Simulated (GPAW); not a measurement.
# Polarising TaGe2As4 monolayer with a field along the normal

The dipole of the cell at several fields, atoms fixed. What does the strongest field give, and what length does the slope stand for?

How it was computed: GPAW 26.7.0, plane waves (400 eV), PAW setups, PBE, 9×9 mesh, a dipole layer in the vacuum; geometry relaxed without an applied field with GPAW. The cell's area is 12.26 Å², and e/ε0 = 180.95 V Å.

Results, with one row withheld:

| field (V/Å) | dipole (e Å) |
| --- | --- |
| −0.2 | −0.1690 |
| −0.1 | −0.0845 |
| −0.05 | −0.0422 |
| 0.05 | 0.0422 |
| 0.1 | 0.0845 |
| 0.2 | 0.1690 |
| 0.3 | ? |

**Question.** What is the dipole at 0.3 V/Å?

Worked answer. A line through the 6 points has the slope α = 0.845 e Å per V/Å and the intercept p₀ = 0.0000 e Å (r.m.s. residual 2.8e−05). At 0.3 V/Å it gives p = 0.0000 + 0.845 × 0.3 = 0.2535 e Å; the run gives 0.2535 e Å, so the response stays linear to 0.0 % of the induced part. Dividing by ε0 and the area: α/(ε0 A) = 0.845 × 180.95 / 12.26 = 12.47 Å, against 10.25 Å between the outer nuclei.

Caveats: This is the electronic response alone; ions that move would add to it in polar layers. Spin-polarised runs started from parallel moments; another order may lie lower. Spin-orbit coupling is left out, which matters for the heavier atoms here.
